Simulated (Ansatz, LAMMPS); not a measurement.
**Squeezing and shearing amorphous polyfuran (as short chains C14O3H12) at 300 K (87 atoms)**

Aim: relax amorphous polyfuran (as short chains C14O3H12) at 300 K (87 atoms), then change its volume and shape to read moduli from the stress.

Program: Ansatz 0.2.0. Level of theory: Kohn-Sham DFT, PBE+D3(BJ), PAW (set soft_2), plane waves. Values are calculated unless marked as measured.

### Step 1. The starting structure

The cell holds 87 atoms: 42 C, 9 O and 36 H. Its edges and angles: a = 9.728 Å, b = 9.728 Å, c = 9.728 Å, α = 90.0°, β = 90.0°, γ = 90.0°. 3 polyfuran chains of 3 units with methyl end groups placed at random, at 1.24 g/cm³; overlaps pushed apart, then 20 ps at 800 K with MMFF94 bonds, angles, torsions, charges and radii (Halgren, J. Comput. Chem. 17, 490 (1996)) in harmonic and 12-6 forms. Snapshot after 30 ps at 300 K and fixed volume.

What the set-up can't give: The network of contacts between molecules at the start is that of the classical potential that made the cell, and needn't be the one that DFT or experiment would give. The Brillouin zone is sampled at Γ only.

### Step 2. Single point at the start

A single point comes first, to see the forces before anything moves.

Contents of input.yaml:

```yaml
crystal:
  lattice:
    - [9.72828, 0.0, 0.0]
    - [0.0, 9.72828, 0.0]
    - [0.0, 0.0, 9.72828]
  atoms:
    - { symbol: C, position: [0.76029, 0.50591, 0.78325] }
    - { symbol: C, position: [0.63046, 0.54981, 0.72076] }
    - { symbol: C, position: [0.49128, 0.53237, 0.74242] }
    - { symbol: C, position: [0.42152, 0.6251, 0.6625] }
    - { symbol: C, position: [0.51797, 0.68427, 0.57872] }
    - { symbol: O, position: [0.64592, 0.64461, 0.61941] }
    - { symbol: C, position: [0.4923, 0.77578, 0.46724] }
    - { symbol: C, position: [0.39706, 0.88082, 0.45783] }
    - { symbol: C, position: [0.44179, 0.95359, 0.34096] }
    - { symbol: C, position: [0.54654, 0.88805, 0.27842] }
    - { symbol: O, position: [0.57528, 0.7714, 0.35544] }
    - { symbol: C, position: [0.61085, 0.92287, 0.15073] }
    - { symbol: C, position: [0.58869, 0.04479, 0.08371] }
    - { symbol: C, position: [0.68718, 0.04577, 0.97636] }
    - { symbol: C, position: [0.75467, 0.92151, 0.98551] }
    - { symbol: O, position: [0.70028, 0.83777, 0.08069] }
    - { symbol: C, position: [0.86703, 0.85896, 0.90542] }
    - { symbol: H, position: [0.75962, 0.54098, 0.89113] }
    - { symbol: H, position: [0.78114, 0.39552, 0.78682] }
    - { symbol: H, position: [0.84936, 0.5546, 0.73932] }
    - { symbol: H, position: [0.45557, 0.46877, 0.82839] }
    - { symbol: H, position: [0.31582, 0.64595, 0.67459] }
    - { symbol: H, position: [0.31518, 0.89605, 0.52576] }
    - { symbol: H, position: [0.39672, 0.04936, 0.30085] }
    - { symbol: H, position: [0.52069, 0.1295, 0.10566] }
    - { symbol: H, position: [0.71329, 0.12722, 0.90682] }
    - { symbol: H, position: [0.90738, 0.77418, 0.96748] }
    - { symbol: H, position: [0.82725, 0.81432, 0.81322] }
    - { symbol: H, position: [0.94334, 0.93349, 0.88064] }
    - { symbol: C, position: [0.97602, 0.70413, 0.5407] }
    - { symbol: C, position: [0.06525, 0.58845, 0.50019] }
    - { symbol: C, position: [0.11999, 0.55021, 0.37601] }
    - { symbol: C, position: [0.19743, 0.44054, 0.41221] }
    - { symbol: C, position: [0.17708, 0.40163, 0.54312] }
    - { symbol: O, position: [0.0915, 0.49891, 0.60389] }
    - { symbol: C, position: [0.25414, 0.29884, 0.61721] }
    - { symbol: C, position: [0.3782, 0.2397, 0.58156] }
    - { symbol: C, position: [0.40272, 0.12942, 0.67746] }
    - { symbol: C, position: [0.28638, 0.12645, 0.76667] }
    - { symbol: O, position: [0.20408, 0.22976, 0.73333] }
    - { symbol: C, position: [0.25581, 0.03616, 0.87817] }
    - { symbol: C, position: [0.33321, 0.92634, 0.91532] }
    - { symbol: C, position: [0.27479, 0.87763, 0.04193] }
    - { symbol: C, position: [0.16349, 0.95994, 0.07307] }
    - { symbol: O, position: [0.14469, 0.05029, 0.96881] }
    - { symbol: C, position: [0.06911, 0.97428, 0.19136] }
    - { symbol: H, position: [0.01551, 0.79789, 0.49339] }
    - { symbol: H, position: [0.86991, 0.67837, 0.5065] }
    - { symbol: H, position: [0.98099, 0.71483, 0.6522] }
    - { symbol: H, position: [0.09867, 0.59046, 0.2785] }
    - { symbol: H, position: [0.2618, 0.3789, 0.35209] }
    - { symbol: H, position: [0.43467, 0.28485, 0.50239] }
    - { symbol: H, position: [0.49301, 0.06944, 0.67917] }
    - { symbol: H, position: [0.42574, 0.88953, 0.86718] }
    - { symbol: H, position: [0.31845, 0.80474, 0.10754] }
    - { symbol: H, position: [0.09388, 0.8863, 0.25572] }
    - { symbol: H, position: [0.10204, 0.06756, 0.25016] }
    - { symbol: H, position: [0.96101, 0.98739, 0.16331] }
    - { symbol: C, position: [0.94915, 0.30077, 0.07277] }
    - { symbol: C, position: [0.06325, 0.3899, 0.04118] }
    - { symbol: C, position: [0.08215, 0.50589, 0.96632] }
    - { symbol: C, position: [0.22211, 0.54306, 0.98794] }
    - { symbol: C, position: [0.28227, 0.4516, 0.07254] }
    - { symbol: O, position: [0.18466, 0.35396, 0.0998] }
    - { symbol: C, position: [0.4207, 0.45399, 0.12616] }
    - { symbol: C, position: [0.5223, 0.55195, 0.10665] }
    - { symbol: C, position: [0.63668, 0.51523, 0.19845] }
    - { symbol: C, position: [0.6012, 0.39153, 0.25716] }
    - { symbol: O, position: [0.47077, 0.3524, 0.21716] }
    - { symbol: C, position: [0.69205, 0.31996, 0.34649] }
    - { symbol: C, position: [0.79552, 0.37381, 0.4345] }
    - { symbol: C, position: [0.84286, 0.2691, 0.51573] }
    - { symbol: C, position: [0.78622, 0.14935, 0.46689] }
    - { symbol: O, position: [0.69605, 0.18202, 0.36586] }
    - { symbol: C, position: [0.79946, 0.00302, 0.4969] }
    - { symbol: H, position: [0.95049, 0.25407, 0.16988] }
    - { symbol: H, position: [0.85338, 0.35561, 0.05621] }
    - { symbol: H, position: [0.96255, 0.22634, 0.99728] }
    - { symbol: H, position: [0.01465, 0.55705, 0.89793] }
    - { symbol: H, position: [0.27154, 0.626, 0.93469] }
    - { symbol: H, position: [0.51402, 0.64558, 0.04744] }
    - { symbol: H, position: [0.7234, 0.57641, 0.22798] }
    - { symbol: H, position: [0.82467, 0.48138, 0.45801] }
    - { symbol: H, position: [0.93357, 0.27452, 0.57896] }
    - { symbol: H, position: [0.89136, 0.98332, 0.56524] }
    - { symbol: H, position: [0.70338, 0.96165, 0.55198] }
    - { symbol: H, position: [0.80922, 0.94887, 0.4018] }
kpoints:
  mp_grid: { grid: [1, 1, 1] }
hamiltonian:
  xc: pbe
  dispersion: d3bj
scf:
  occupations: { method: fixed }
output:
  forces: true
```

Run with:

```console
$ ansatz run input.yaml --threads 4 --pin off --max-ram 8192MiB --backend cpu --events-out ev --progress --plain --runs-dir out
```

Standard output:

```text
[...]
Pseudopotentials: kind: paw
Pseudopotential: C, paw, valence charge 4, recommended cutoff 420 eV (normal), C.paw.azcp
Pseudopotential: O, paw, valence charge 6, recommended cutoff 420 eV (normal), O.paw.azcp
Pseudopotential: H, paw, valence charge 1, recommended cutoff 420 eV (normal), H.paw.azcp
[... 5 lines on functional and potentials left out ...]
Crystal: 87 atoms, lattice volume = 920.679 Å³
Basis set: ecut = 420 eV, 17941 PW (Γ), exchange–correlation on 144×144×144 points (8 copies of the dense FFT grid, shifted against one another)
Bands: 216, of which v1, the nominal top of the filled ones, is band 129 counted from 1 (128 counted from 0)
Symmetry: 1 space group operations
Space group: P1 (ITA 1), of the structure as read, at distance tolerance 9.7e-5 Å
k-points: 1
[... 7 lines on functional and potentials left out ...]
Initial density: superposition of atomic densities (neutral atoms: chi_scale 0, normalization atom), corrected by the library's trained network
Initial wavefunctions: pseudopotential atomic-orbital guess
[...]
SCF iter   1: F=—  HF=-16210.410470 eV  |F-HF|=—  |Δ(HF+E_count)|=         —  Δρ=1.09e-2  dr2=9.96e-1  ethr=1.77e-3  ⟨swp⟩=5.0  Hψ=698  notcnv=0  defer=84
preconditioner: auto → Resta (q_TF=auto, 2.207 Å⁻¹)  ε∞=2.6  [insulator: Δε(μ)=2.271 eV  Ē_g=15.022 eV  n_scr=170 (ndim 8)  ℏωp=19.0 eV  f_vac=0.204  ε∞_Penn≈2.6]
SCF iter   2: F=—  HF=-16210.208263 eV  |F-HF|=—  |Δ(HF+E_count)|=   2.02e-1  Δρ=4.71e-3  dr2=1.50e-1  ethr=3.86e-4  ⟨swp⟩=2.0  Hψ=323  notcnv=0  defer=84
SCF iter   3: F=—  HF=-16210.198381 eV  |F-HF|=—  |Δ(HF+E_count)|=   9.88e-3  Δρ=2.04e-3  dr2=3.53e-2  ethr=5.83e-5  ⟨swp⟩=2.0  Hψ=267  notcnv=0  defer=33
automatic band count: iteration 3 solves 164 bands in place of 216: the levels show a gap, and the empty bands left out lie too high to hold charge; the band table lists the bands solved (type scf.n_extra_bands for more)
SCF iter   4: F=—  HF=-16210.204834 eV  |F-HF|=—  |Δ(HF+E_count)|=   6.45e-3  Δρ=5.56e-4  dr2=3.92e-3  ethr=1.37e-5  ⟨swp⟩=2.0  Hψ=225  notcnv=0  defer=33
SCF iter   5: F=—  HF=-16210.206421 eV  |F-HF|=—  |Δ(HF+E_count)|=   1.59e-3  Δρ=2.20e-4  dr2=7.11e-4  ethr=1.52e-6  ⟨swp⟩=2.0  Hψ=251  notcnv=0  defer=33
[...]
SCF iter   9: F=—  HF=-16210.207492 eV  |F-HF|=—  |Δ(HF+E_count)|=   9.77e-8  Δρ=4.49e-6  dr2=1.86e-7  ethr=4.36e-10  ⟨swp⟩=2.0  Hψ=263  notcnv=0  defer=30
SCF iter  10: F=-16210.207492 eV  HF=-16210.207492 eV  |F-HF|=5.58e-9  |Δ(HF+E_count)|=   5.35e-8  Δρ=1.82e-6  dr2=3.29e-8  ethr=3.88e-11  ⟨swp⟩=4.0  Hψ=525  notcnv=0
SCF 1 converged in 10 iterations: F = -16210.207492 eV  dr2 = 3.29e-8
[...]
SCF converged after 10 iterations
Free energy (F): -16210.207492 eV
Harris-Foulkes:  -16210.207492 eV  (|F-HF|=5.58e-9)
Internal energy: -16210.207492 eV  (E = F + TS)
E sigma→0 (E₀):  -16210.207492 eV
Fermi energy:    1.711753 eV
--- Per-component energies (eV) ---
[...]
Σ components = -16210.207492   (vs F -16210.207492, Δ=0.00e0)
--- Forces (eV/Å), atoms counted from 1 ---
  atom   1  C     -0.07058840    -0.23822941     1.42304860
  atom   2  C     -0.33894808    -0.21775880    -0.39835838
  atom   3  C      1.68835829    -1.43597614     2.81072004
  atom   4  C     -0.03392072     0.09675518    -0.51872260
[...]
atom  87  H      0.16591777    -0.75310079    -0.67343941
  max |Σ_I F_I| component: 2.94e-4 eV/Å
```

The job ended after 3.7 s (4 threads of Intel Xeon Platinum 8488C (Sapphire Rapids), shared host; peak memory 0.97 GiB; 10 s of CPU time).

The r.m.s. force at the start is 0.89 eV/Å.

[end of part 1 of 3]

[Long decimals in the printed logs are rounded to 6 places.]

[Logs are printed without paths, hosts, clocks, repeated set-up lines and the standing remarks that a program may print on its own settings, such as how far it seeks lower states.]

[Hosts, paths, dates, database ids (printed as entryN), source tags and the programs' standing remarks are cut or masked in the printed files.]

[The MMFF94 radii named for the starting cell were scaled by 0.96; in molecules described by MMFF94, hydrogen bound to N, O or S took a small fixed 12-6 site in their place.]
